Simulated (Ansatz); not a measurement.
## Phonons of LuRh3C (Pm-3m) against volume

Wanted: mode Grüneisen parameters of LuRh3C (Pm-3m).

Method: DFT PBEsol, scalar-relativistic, plane waves, PAW; PAW set soft_1, in Ansatz 0.2.0.

**1. The system as given**

Symmetry: Pm-3m, No. 221, cubic system. Conventional cell: a = 4.094 Å, b = 4.094 Å, c = 4.094 Å, α = 90.00°, β = 90.00°, γ = 90.00°. Nearest to Lu lie 12 Rh at 2.89 Å. Rh has 2 C at 2.05 Å and 4 Lu at 2.89 Å and 8 Rh at 2.89 Å nearest. Nearest to C lie 6 Rh at 2.05 Å. Farther neighbours, and contacts between anions beyond the nearest, are not listed.

**2. Response at finite wavevector**

Stability and thermal properties need the whole zone. Linear response on a 2×2×2 q mesh gives force constants as far as a supercell of that size would.

input.yaml reads:

```yaml
crystal:
  lattice:
    - [4.0939799015, 0.0, 0.0]
    - [0.0, 4.0939799015, 0.0]
    - [0.0, 0.0, 4.0939799015]
  atoms:
    - { symbol: Lu, position: [0.0, 0.0, 0.0] }
    - { symbol: Rh, position: [0.0, 0.5, 0.5] }
    - { symbol: Rh, position: [0.5, 0.5, 0.0] }
    - { symbol: Rh, position: [0.5, 0.0, 0.5] }
    - { symbol: C, position: [0.5, 0.5, 0.5] }
kpoints:
  mp_grid: { grid: [12, 12, 12] }
hamiltonian:
  xc: pbesol
  pseudopotentials: { kind: paw, azcp: { folder: soft_1 }, xc_functional: pbe }
scf:
  occupations: { method: methfessel_paxton, width: 0.2 }
output:
  eigenvalues: true
phonons:
  method: dfpt
  qmesh: [2, 2, 2]
  temperatures: { t_max: 1000, t_step: 50 }
  qpath:
    path:
      - [[0.0, 0.0, 0.0], [0.0, 0.5, 0.0], [0.5, 0.5, 0.0], [0.0, 0.0, 0.0], [0.5, 0.5, 0.5], [0.0, 0.5, 0.0]]
      - [[0.5, 0.5, 0.5], [0.5, 0.5, 0.0]]
    npoints: 10
```

The run is started by

```bash
> ansatz run input.yaml --threads 4 --pin off --max-ram 10240MiB --backend cpu --events-out ev --progress --plain --runs-dir out
```

What it wrote:

```text
Engine: ansatz 0.2.0, aarch64-unknown-linux-gnu
Pseudopotentials: kind: paw
Pseudopotential: Lu, paw, valence charge 25, recommended cutoff 420 eV (normal), soft_1/Lu.paw.azcp
Pseudopotential: Rh, paw, valence charge 17, recommended cutoff 420 eV (normal), soft_1/Rh.paw.azcp
Pseudopotential: C, paw, valence charge 4, recommended cutoff 420 eV (normal), soft_1/C.paw.azcp
Functional definition: PBEsol
  exchange = pbesol_x
  correlation = pbesol_c
Crystal: 5 atoms, lattice volume = 68.618 Å³
Basis set: ecut = 420 eV, 1357 PW (Γ), exchange–correlation on 60×60×60 points (8 copies of the dense FFT grid, shifted against one another)
Bands: 48, of which v1, the nominal top of the filled ones, is band 40 counted from 1 (39 counted from 0)
Symmetry: 48 space group operations
k-points: 84 of 1728
Non-local potential: Lu, projectors of the file, l = 0: 3, l = 1: 2, l = 2: 2, l = 3: 3
Non-local potential: Rh, projectors of the file, l = 0: 3, l = 1: 2, l = 2: 2, l = 3: 1
Non-local potential: C, projectors of the file, l = 0: 2, l = 1: 2, l = 2: 1
PAW form: soft (Blöchl's): semilocal exchange-correlation on the pseudo side does not see the compensation charge
PAW frozen core: Lu, regenerated for the run's functional, and the local potential with it (the file was generated under x = pbe(κ = 0.804, μ = 0.219515), c = pbe(β = 0.066725))
PAW frozen core: Rh, regenerated for the run's functional, and the local potential with it (the file was generated under x = pbe(κ = 0.804, μ = 0.219515), c = pbe(β = 0.066725))
PAW frozen core: C, regenerated for the run's functional, and the local potential with it (the file was generated under x = pbe(κ = 0.804, μ = 0.219515), c = pbe(β = 0.066725))
PAW one-centre angular grid: Lu, 590 points (default); XC on 64 Gauss nodes
PAW one-centre angular grid: Rh, 590 points (default); XC on 64 Gauss nodes
PAW one-centre angular grid: C, 110 points (default); XC on 64 Gauss nodes
Initial density: superposition of atomic densities (chi_scale 0.1, normalization cell, long waves kept (reshape's long-wave potential 0.00 eV rms))
Initial wavefunctions: pseudopotential atomic-orbital guess
Functional: x = pbesol(κ = 0.804, μ = 0.123457), c = pbesol(β = 0.046)
SCF iter   1: F=—  HF=-33891.761406 eV  |F-HF|=—  |Δ(HF+E_count)|=         —  Δρ=3.01e-1  dr2=1.14e2  ethr=3.10e-3  ⟨swp⟩=5.5  Hψ=16070  notcnv=0
preconditioner: auto → Kerker (q_TF=auto, 2.799 Å⁻¹)  [metal: Δε(μ)=0.005 eV  Ē_g=11.287 eV  σ=0.200 eV  W_gap=0.02  n_scr=26 (ndim 8)  ℏωp=32.9 eV  f_vac=0.000  D(μ)=6.20/eV (n_scr^D=80)]
SCF iter   2: F=—  HF=-33882.081915 eV  |F-HF|=—  |Δ(HF+E_count)|=    9.68e0  S|Δr|=    0.00e0  Δρ=1.30e-1  dr2=2.42e1  ethr=3.10e-3  ⟨swp⟩=3.9  Hψ=9420  notcnv=0  defer=46
SCF iter   3: F=—  HF=-33879.639364 eV  |F-HF|=—  |Δ(HF+E_count)|=    2.44e0  S|Δr|=    0.00e0  Δρ=5.56e-2  dr2=5.29e0  ethr=3.10e-3  ⟨swp⟩=3.7  Hψ=10382  notcnv=0  defer=40
SCF iter   4: F=—  HF=-33878.513044 eV  |F-HF|=—  |Δ(HF+E_count)|=    1.13e0  S|Δr|=    0.00e0  Δρ=3.50e-2  dr2=2.24e0  ethr=3.10e-3  ⟨swp⟩=3.3  Hψ=9323  notcnv=0  defer=89
SCF iter   5: F=—  HF=-33877.987209 eV  |F-HF|=—  |Δ(HF+E_count)|=   5.26e-1  S|Δr|=    0.00e0  Δρ=1.94e-2  dr2=2.31e-1  ethr=2.80e-3  ⟨swp⟩=4.3  Hψ=8756  notcnv=0  defer=127
SCF iter   6: F=—  HF=-33877.952897 eV  |F-HF|=—  |Δ(HF+E_count)|=   3.43e-2  S|Δr|=    0.00e0  Δρ=3.99e-3  dr2=1.10e-2  ethr=2.89e-4  ⟨swp⟩=2.2  Hψ=7879  notcnv=0  defer=140
SCF iter   7: F=—  HF=-33877.941256 eV  |F-HF|=—  |Δ(HF+E_count)|=   1.16e-2  S|Δr|=    0.00e0  Δρ=1.33e-3  dr2=2.47e-3  ethr=1.38e-5  ⟨swp⟩=3.2  Hψ=9368  notcnv=0  defer=139
SCF iter   8: F=—  HF=-33877.941155 eV  |F-HF|=—  |Δ(HF+E_count)|=   1.01e-4  S|Δr|=    0.00e0  Δρ=9.83e-4  dr2=1.54e-3  ethr=3.08e-6  ⟨swp⟩=2.0  Hψ=6279  notcnv=0  defer=136
SCF iter   9: F=—  HF=-33877.940752 eV  |F-HF|=—  |Δ(HF+E_count)|=   4.03e-4  S|Δr|=    0.00e0  Δρ=2.54e-4  dr2=8.58e-5  ethr=1.92e-6  ⟨swp⟩=2.0  Hψ=5857  notcnv=0  defer=136
SCF iter  10: F=—  HF=-33877.940730 eV  |F-HF|=—  |Δ(HF+E_count)|=   2.23e-5  S|Δr|=    0.00e0  Δρ=5.25e-5  dr2=1.24e-6  ethr=1.07e-7  ⟨swp⟩=2.2  Hψ=6997  notcnv=0  defer=136
[...]
SCF iter  15: F=-33877.940731 eV  HF=-33877.940731 eV  |F-HF|=0.00e0  |Δ(HF+E_count)|=    0.00e0  S|Δr|=    0.00e0  Δρ=2.97e-8  dr2=3.08e-13  ethr=1.00e-12  ⟨swp⟩=7.1  Hψ=22374  notcnv=0
SCF 1 converged in 15 iterations: F = -33877.940731 eV  dr2 = 3.08e-13
  greatest PAW one-centre occupation: 0.999 electrons in one spin orbital (limit 2), on the Rh atom at site 1 (counted from 0), in its partial waves of l = 0
Initial density: read from a saved state, or passed on in memory by an earlier SCF of this step, an earlier step, the calling program or the single point that the run made first
iter 1 solved again at ethr=3.25e-8 eV; its pass at ethr=3.10e-3 eV (dr2=2.60e-5 eV) is discarded
SCF iter   1: F=—  HF=-33877.940733 eV  |F-HF|=—  |Δ(HF+E_count)|=         —  Δρ=1.14e-6  dr2=8.40e-10  ethr=3.25e-8  ⟨swp⟩=5.0  Hψ=34456  notcnv=0
eigensolver tolerance schedule: the retry pair's looser diagonalisation over-reported the residual by 30918.52 of it (diagonalisation noise at 0.48 of the residual, at the tolerance the schedule requests for it); recorded, not acted on — ethr = c·dr2/N_el stays at c = 1.0e-1
preconditioner: auto → Kerker (q_TF=auto, 2.799 Å⁻¹)  [metal: Δε(μ)=0.091 eV  Ē_g=9.688 eV  σ=0.200 eV  W_gap=0.37  n_scr=26 (ndim 8)  ℏωp=32.9 eV  f_vac=0.000  D(μ)=0.52/eV (n_scr^D=0)]
SCF iter   2: F=—  HF=-33877.940731 eV  |F-HF|=—  |Δ(HF+E_count)|=   1.40e-6  S|Δr|=    0.00e0  Δρ=6.01e-7  dr2=2.16e-10  ethr=1.05e-12  ⟨swp⟩=5.1  Hψ=15938  notcnv=0
SCF iter   3: F=—  HF=-33877.940731 eV  |F-HF|=—  |Δ(HF+E_count)|=  5.09e-11  S|Δr|=    0.00e0  Δρ=3.92e-7  dr2=9.74e-11  ethr=1.00e-12  ⟨swp⟩=2.0  Hψ=4700  notcnv=0
SCF iter   4: F=—  HF=-33877.940731 eV  |F-HF|=—  |Δ(HF+E_count)|=  7.28e-12  S|Δr|=    0.00e0  Δρ=3.03e-7  dr2=5.76e-11  ethr=1.00e-12  ⟨swp⟩=1.2  Hψ=4052  notcnv=0
SCF iter   5: F=—  HF=-33877.940731 eV  |F-HF|=—  |Δ(HF+E_count)|=    0.00e0  S|Δr|=    0.00e0  Δρ=1.78e-7  dr2=2.02e-11  ethr=1.00e-12  ⟨swp⟩=1.3  Hψ=4075  notcnv=0
SCF iter   6: F=—  HF=-33877.940731 eV  |F-HF|=—  |Δ(HF+E_count)|=  7.28e-12  S|Δr|=    0.00e0  Δρ=1.28e-7  dr2=1.01e-11  ethr=1.00e-12  ⟨swp⟩=5.0  Hψ=13971  notcnv=0
SCF iter   7: F=—  HF=-33877.940731 eV  |F-HF|=—  |Δ(HF+E_count)|=    0.00e0  S|Δr|=    0.00e0  Δρ=1.24e-7  dr2=1.03e-11  ethr=1.00e-12  ⟨swp⟩=3.0  Hψ=6899  notcnv=0
SCF iter   8: F=-33877.940731 eV  HF=-33877.940731 eV  |F-HF|=0.00e0  |Δ(HF+E_count)|=  7.28e-12  S|Δr|=    0.00e0  Δρ=9.60e-8  dr2=6.21e-12  ethr=1.00e-12  ⟨swp⟩=1.2  Hψ=8663  notcnv=0
SCF 2 converged in 8 iterations: F = -33877.940731 eV  dr2 = 6.21e-12
phonons: the bands overlap, so this run is a metal and interpolates without the dipole-dipole term. If the crystal is really an insulator or semiconductor, its LO-TO splitting is missing
NSCF: frozen V_eff on 84 k-points
NSCF: frozen V_eff on 343 k-points
DFPT response loops at q = (0, 0, 0) (fractional): preconditioner auto → Kerker (q_TF=auto, 2.799 Å⁻¹) (partly filled bands, converged f_vac=0.000); β = 1.00, the filter's whole step (`scf.mixing.beta` (0.50) is not read by the response loops under this deck's `scf.mixing.preconditioner`; to damp them name `kerker` or `kerker_dos`, under which they read `scf.mixing.beta`, and type it under 1.00, their step now; both keys bind the ground state too); Broyden in place of MSR1
NSCF: frozen V_eff on 686 k-points
DFPT response loops at q = (0, 0, -0.5) (fractional): mixed as the last ones told, above
NSCF: frozen V_eff on 686 k-points
DFPT response loops at q = (0, -0.5, -0.5) (fractional): mixed as the last ones told, above
NSCF: frozen V_eff on 686 k-points
DFPT response loops at q = (-0.5, -0.5, -0.5) (fractional): mixed as the last ones told, above
SCF converged after 15 iterations
Stability not checked: this state was not tested for a lower state beside it, because cold or Methfessel-Paxton smearing, or corrected tetrahedra, fill the levels in a way that the test cannot read (fill_not_monotonic; see scf.lower_state_search)
Free energy (F): -33877.940731 eV
Harris-Foulkes:  -33877.940731 eV  (|F-HF|=0.00e0)
Internal energy: -33877.948505 eV  (E = F + TS)
E sigma→0 (E₀):  -33877.942675 eV
Entropy (-TS):   0.007773 eV (1.555 meV/atom)
Fermi energy:    20.544425 eV
--- Per-component energies (eV) ---
  E_band       = -131.463463
  E_kinetic    = 2123.709230
  E_local      = -10759.425460  (includes V_loc(G=0)·N_el)
  E_nonlocal   = 1613.670908
  E_hartree    = 4282.886763
  E_xc         = -857.660532
  E_vxc        = -1071.620386  (∫ρ·V_xc dr)
  E_paw        = -18018.976889  (= ΣΔE_a)
  E_vpaw       = -603.571119  (= ΣTr[D̂ρ^β])
  E_aug_tail   = -0.000140  (compensation charges beyond the density's cutoff)
  E_ewald      = -12264.193970
  E_core_change = 2.041587  (= ΣΔE_core)
  E_smearing   = 0.007773  (= −TS)
  E_closure    = -0.000000  (closes the sum)
  Σ components = -33877.940731   (vs F -33877.940731, Δ=0.00e0)
--- Band table (eV; the first three rows and the last of 84) ---
  k-point 0: bands = [... 36 lower, 18.7317, 18.7317, 20.4530, 20.4530, 20.4530, 20.5052, 24.2606, 24.2606, ... 4 higher]
  k-point 1: bands = [... 36 lower, 18.7372, 19.0330, 20.4506, 20.4531, 20.4917, 20.4917, 24.2264, 24.2856, ... 4 higher]
  k-point 2: bands = [... 36 lower, 18.7508, 19.3209, 20.2895, 20.4535, 20.5988, 20.5988, 24.1294, 24.3792, ... 4 higher]
  k-point 83: bands = [... 36 lower, 20.2971, 20.2971, 20.2971, 21.3036, 21.3036, 21.3036, 22.3000, 22.3000, ... 4 higher]
--- Phonons (Γ-DFPT): 4 representative perturbations + reference (Σ response iterations 14) ---
  ASR residual: 1.603e-5 → 0.000e0 eV/Å²; symmetrization residual: 1.304e-6 eV/Å²
  ASR residual per site (eV/Å²): 1.60e-5 7.16e-6 7.16e-6 7.16e-6 1.52e-5
  Γ frequencies (cm⁻¹): 0.00 0.00 0.00 117.88 117.88 117.88 151.87 151.87 151.87 152.37 152.37 152.37 396.14 396.14 396.14
--- Phonons (arbitrary-q DFPT): 4 irreducible q on the 2×2×2 mesh ---
  q = [0.0000, 0.0000, 0.0000] (star 1, of the zone-centre solve; hermiticity 2.03e-7, symmetrization 1.22e-11): -0.00 0.00 0.00 117.88 117.88 117.88 151.87 151.87 151.87 152.37 152.37 152.37 396.14 396.14 396.14
  q = [0.0000, 0.0000, -0.5000] (star 3, 9 solved perturbations in 2646 linear systems a pass and spin channel, the states on 343 of 1728 k-point pairs; hermiticity 1.63e-7, symmetrization 5.75e-13): 86.50 86.50 110.04 110.04 124.62 128.90 143.20 145.44 145.44 155.36 155.36 220.33 386.06 386.06 652.36
  q = [0.0000, -0.5000, -0.5000] (star 3, 9 solved perturbations in 2646 linear systems a pass and spin channel, the states on 343 of 1728 k-point pairs; hermiticity 1.31e-7, symmetrization 2.05e-13): 86.61 86.61 105.47 111.81 135.22 135.22 141.79 141.79 148.94 153.75 167.23 266.34 364.69 645.03 645.03
  q = [-0.5000, -0.5000, -0.5000] (star 1, 4 solved perturbations in 931 linear systems a pass and spin channel, the states on 343 of 1728 k-point pairs; hermiticity 3.31e-8, symmetrization 9.17e-13): 83.53 83.53 83.53 118.97 118.97 118.97 159.92 159.92 161.31 161.31 161.31 303.59 668.56 668.56 668.56
  sum rule: each row above includes the acoustic sum rule's correction from the zone centre's row sums; it moved no ω² by more than (0.59 cm⁻¹)²
  mesh force constants: q→R imaginary residual 6.38e-18; ASR residual 1.603e-5 → 0.000e0 eV/Å²; symmetrization residual 2.487e-14 eV/Å²
  interpolated dispersion: 62 rows × 15 modes
  density of states and harmonic sums: on the 16×16×16 q-mesh, interpolated from the force constants of a 2×2×2 supercell (no non-analytic term)
  largest difference from the sums on the solved wave vectors: F 5.86e-2 eV, S 9.09e-5 and C_V 3.22e-5 eV/K
  zero-point energy: 0.200046 eV/cell   skipped modes (ω ≤ 0): 3   left out of the sums: 4.88e-5 of the cell's modes: C_V's classical limit lies that fraction below 3 k_B per atom; for a crystal, a wire or a layer, F and S can be off by more, and a phonons.interpolated_qmesh denser along its periods is the remedy for the sampling
```

Wall time 16 min (4 threads of Arm Neoverse V1, shared host); peak memory 3 GiB.

In the SCF lines HF is the Harris–Foulkes energy and dr2 the Hartree energy of the density residual, in eV; the loop may stop once dr2 is under the threshold and the program's other checks hold. Hψ counts applications of the Hamiltonian.

Read from the output:

| Item | Value |
| --- | --- |
| volume per atom | 13.72 Å³ |
| gap on the k-mesh | 0 eV |
| sum-rule residual before enforcement | 1.60e-5 eV/Å² |
| lowest frequency on the path | 0 cm⁻¹ |
| point group | m-3m |
| highest frequency on path, mesh or solved points | 668.6 cm⁻¹ |
| mean frequency | 215.2 cm⁻¹ |
| Debye temperature (second moment) | 503 K |
| logarithmic mean frequency | 172.5 cm⁻¹ |
| highest optical mode at the zone centre (no LO-TO term) | 396.1 cm⁻¹ |
| lowest optical zone-centre mode | 117.9 cm⁻¹ |
| lowest mode on the q mesh (acoustic modes at Γ apart) | 83.53 cm⁻¹ |
| zero-point energy per atom | 40.01 meV |
| heat capacity at 300 K | 22.21 J/(mol atoms K) |
| vibrational entropy at 300 K | 31.21 J/(mol atoms K) |
| edges of the widest gap between branches, on path and mesh | 303.6, 364.7 cm⁻¹ |

Frequencies (cm⁻¹) solved at each irreducible wavevector; negative means imaginary. Frequencies by wavevector, by row:

| q in reciprocal lattice units | star | mode 1 | mode 2 | mode 3 | mode 4 | mode 13 | mode 14 | mode 15 |
| --- | --- | --- | --- | --- | --- | --- | --- | --- |
| 0 0 0 | 1 | 0 | 0 | 0 | 117.9 | 396.1 | 396.1 | 396.1 |
| 0 0 -0.5 | 3 | 86.5 | 86.5 | 110 | 110 | 386.1 | 386.1 | 652.4 |
| 0 -0.5 -0.5 | 3 | 86.6 | 86.6 | 105.5 | 111.8 | 364.7 | 645 | 645 |
| -0.5 -0.5 -0.5 | 1 | 83.5 | 83.5 | 83.5 | 119 | 668.6 | 668.6 | 668.6 |

Symmetry leaves 4 wavevectors to solve. The lowest mode among them, the acoustic zeros apart, lies at q = (-0.5, -0.5, -0.5) and is real, 83.5 cm⁻¹.

**3. Relaxing at another volume, volume ratio 0.97**

The volume is scaled by 0.97 and held; symmetry leaves nothing to relax, so this is a single point. The modes can then be followed against volume.

input.yaml, the sections that differ from step 2:

```yaml
crystal:
  lattice:
    - [4.0526237416, 0.0, 0.0]
    - [0.0, 4.0526237416, 0.0]
    - [0.0, 0.0, 4.0526237416]
  atoms:
    - { symbol: Lu, position: [0.0, 0.0, 0.0] }
    - { symbol: Rh, position: [0.0, 0.5, 0.5] }
    - { symbol: Rh, position: [0.5, 0.5, 0.0] }
    - { symbol: Rh, position: [0.5, 0.0, 0.5] }
    - { symbol: C, position: [0.5, 0.5, 0.5] }
output:
  forces: true
  stress: true
  eigenvalues: true
# kpoints, hamiltonian, scf: as in step 2
# phonons: removed
```

What it wrote:

```text
[...]
Crystal: 5 atoms, lattice volume = 66.559 Å³
Basis set: ecut = 420 eV, 1309 PW (Γ), exchange–correlation on 60×60×60 points (8 copies of the dense FFT grid, shifted against one another)
Bands: 48, of which v1, the nominal top of the filled ones, is band 40 counted from 1 (39 counted from 0)
Symmetry: 48 space group operations
[...]
k-points: 84 of 1728
[...]
k-point 0: bands = [... 36 lower, 19.4367, 19.4367, 21.2421, 21.2421, 21.2421, 21.2879, 25.1394, 25.1394, ... 4 higher]
  k-point 1: bands = [... 36 lower, 19.4427, 19.7542, 21.2301, 21.2423, 21.2809, 21.2809, 25.1022, 25.1629, ... 4 higher]
  k-point 2: bands = [... 36 lower, 19.4579, 20.0587, 21.0598, 21.2428, 21.3880, 21.3880, 24.9965, 25.2575, ... 4 higher]
  k-point 83: bands = [... 36 lower, 21.0730, 21.0730, 21.0730, 22.1106, 22.1106, 22.1106, 23.1492, 23.1492, ... 4 higher]
[key lines of the parts left out:]
SCF converged after 11 iterations
Free energy (F): -33877.893462 eV
Fermi energy:    21.334981 eV
P = ⅓ Tr σ = 7.5614 GPa (75.614 kbar)
```

Run time: 7.1 s. Hardware: 4 threads; peak memory 0.53 GiB.

Numbers from this step:

```
pressure        : 7.561 GPa
volume per atom : 13.31 Å³
```

The run ends at a pressure of 7.56 GPa.

**4. Phonons at the other volume, volume ratio 0.97**

The phonons are repeated at this volume on the same meshes, so that differences come from the volume alone.

input.yaml, as its differences from that of step 3:

```diff
@@ -19,4 +19,11 @@
 output:
-  forces: true
-  stress: true
   eigenvalues: true
+phonons:
+  method: dfpt
+  qmesh: [2, 2, 2]
+  temperatures: { t_max: 1000, t_step: 50 }
+  qpath:
+    path:
+      - [[0.0, 0.0, 0.0], [0.0, 0.5, 0.0], [0.5, 0.5, 0.0], [0.0, 0.0, 0.0], [0.5, 0.5, 0.5], [0.0, 0.5, 0.0]]
+      - [[0.5, 0.5, 0.5], [0.5, 0.5, 0.0]]
+    npoints: 10
```

What it wrote:

```text
[...]
Crystal: 5 atoms, lattice volume = 66.559 Å³
Basis set: ecut = 420 eV, 1309 PW (Γ), exchange–correlation on 60×60×60 points (8 copies of the dense FFT grid, shifted against one another)
Bands: 48, of which v1, the nominal top of the filled ones, is band 40 counted from 1 (39 counted from 0)
Symmetry: 48 space group operations
k-points: 84 of 1728
[...]
SCF iter   1: F=—  HF=-33891.628487 eV  |F-HF|=—  |Δ(HF+E_count)|=         —  Δρ=3.02e-1  dr2=1.10e2  ethr=3.10e-3  ⟨swp⟩=5.7  Hψ=16615  notcnv=0
[...]
SCF iter  15: F=-33877.893462 eV  HF=-33877.893462 eV  |F-HF|=7.28e-12  |Δ(HF+E_count)|=    0.00e0  S|Δr|=    0.00e0  Δρ=2.64e-8  dr2=2.44e-13  ethr=1.00e-12  ⟨swp⟩=7.1  Hψ=21898  notcnv=0
SCF 1 converged in 15 iterations: F = -33877.893462 eV  dr2 = 2.44e-13
[...]
SCF iter   8: F=-33877.893462 eV  HF=-33877.893462 eV  |F-HF|=7.28e-12  |Δ(HF+E_count)|=    0.00e0  S|Δr|=    0.00e0  Δρ=1.05e-7  dr2=7.35e-12  ethr=1.00e-12  ⟨swp⟩=1.1  Hψ=8495  notcnv=0
SCF 2 converged in 8 iterations: F = -33877.893462 eV  dr2 = 7.35e-12
[...]
NSCF: frozen V_eff on 84 k-points
[...]
SCF converged after 15 iterations
[...]
Free energy (F): -33877.893462 eV
[...]
Internal energy: -33877.900593 eV  (E = F + TS)
E sigma→0 (E₀):  -33877.895245 eV
Entropy (-TS):   0.007131 eV (1.426 meV/atom)
Fermi energy:    21.334988 eV
[...]
--- Band table (eV; the first three rows and the last of 84) ---
  k-point 0: bands = [... 36 lower, 19.4367, 19.4367, 21.2422, 21.2422, 21.2422, 21.2879, 25.1395, 25.1395, ... 4 higher]
  k-point 1: bands = [... 36 lower, 19.4427, 19.7542, 21.2301, 21.2423, 21.2809, 21.2809, 25.1022, 25.1629, ... 4 higher]
  k-point 2: bands = [... 36 lower, 19.4579, 20.0587, 21.0598, 21.2428, 21.3880, 21.3880, 24.9966, 25.2576, ... 4 higher]
  k-point 83: bands = [... 36 lower, 21.0730, 21.0730, 21.0730, 22.1106, 22.1106, 22.1106, 23.1492, 23.1492, ... 4 higher]
[...]
ASR residual: 1.521e-5 → 0.000e0 eV/Å²; symmetrization residual: 1.276e-6 eV/Å²
  ASR residual per site (eV/Å²): 1.03e-5 1.52e-5 1.52e-5 1.52e-5 9.65e-6
[...]
--- Phonons (arbitrary-q DFPT): 4 irreducible q on the 2×2×2 mesh ---
[...]
interpolated dispersion: 62 rows × 15 modes
[...]
```

The job ended after 15 min (4 threads; peak memory 3 GiB).

Read from the output:

```
sum-rule residual before enforcement                       : 1.52e-5 eV/Å²
highest frequency on path, mesh or solved points           : 703.5 cm⁻¹
mean frequency                                             : 229.5 cm⁻¹
Debye temperature (second moment)                          : 538 K
logarithmic mean frequency                                 : 183 cm⁻¹
highest optical mode at the zone centre (no LO-TO term)    : 441.5 cm⁻¹
lowest optical zone-centre mode                            : 121.7 cm⁻¹
lowest mode on the q mesh (acoustic modes at Γ apart)      : 86.98 cm⁻¹
zero-point energy per atom                                 : 42.68 meV
heat capacity at 300 K                                     : 21.91 J/(mol atoms K)
vibrational entropy at 300 K                               : 29.93 J/(mol atoms K)
edges of the widest gap between branches, on path and mesh : 323.1, 411.3 cm⁻¹
```

Frequencies (cm⁻¹) solved at each irreducible wavevector; negative means imaginary. Frequencies by wavevector, by row:

| q in reciprocal lattice units | star | mode 1 | mode 2 | mode 3 | mode 4 | mode 13 | mode 14 | mode 15 |
| --- | --- | --- | --- | --- | --- | --- | --- | --- |
| 0 0 0 | 1 | 0 | 0 | 0 | 121.7 | 441.5 | 441.5 | 441.5 |
| 0 0 -0.5 | 3 | 90.5 | 90.5 | 114.6 | 114.6 | 431.6 | 431.6 | 687.3 |
| 0 -0.5 -0.5 | 3 | 89.4 | 89.4 | 107.2 | 118.3 | 411.3 | 679.6 | 679.6 |
| -0.5 -0.5 -0.5 | 1 | 87 | 87 | 87 | 121.6 | 703.5 | 703.5 | 703.5 |

The highest optical mode at the zone centre (no LO-TO term) is 441.5 cm⁻¹, +45.4 cm⁻¹ against the base run.

(Part 1 of 2 ends here.)

[Long decimals in the printed logs are rounded to 6 places.]

[Logs are printed without paths, hosts, clocks, repeated set-up lines and the standing remarks that a program may print on its own settings, such as how far it seeks lower states.]

[Hosts, paths, dates, database ids (printed as entryN), source tags and the programs' standing remarks are cut or masked in the printed files.]

[Where the starting crystal was built by hand or by swapping elements, it need not be the compound's stable phase.]
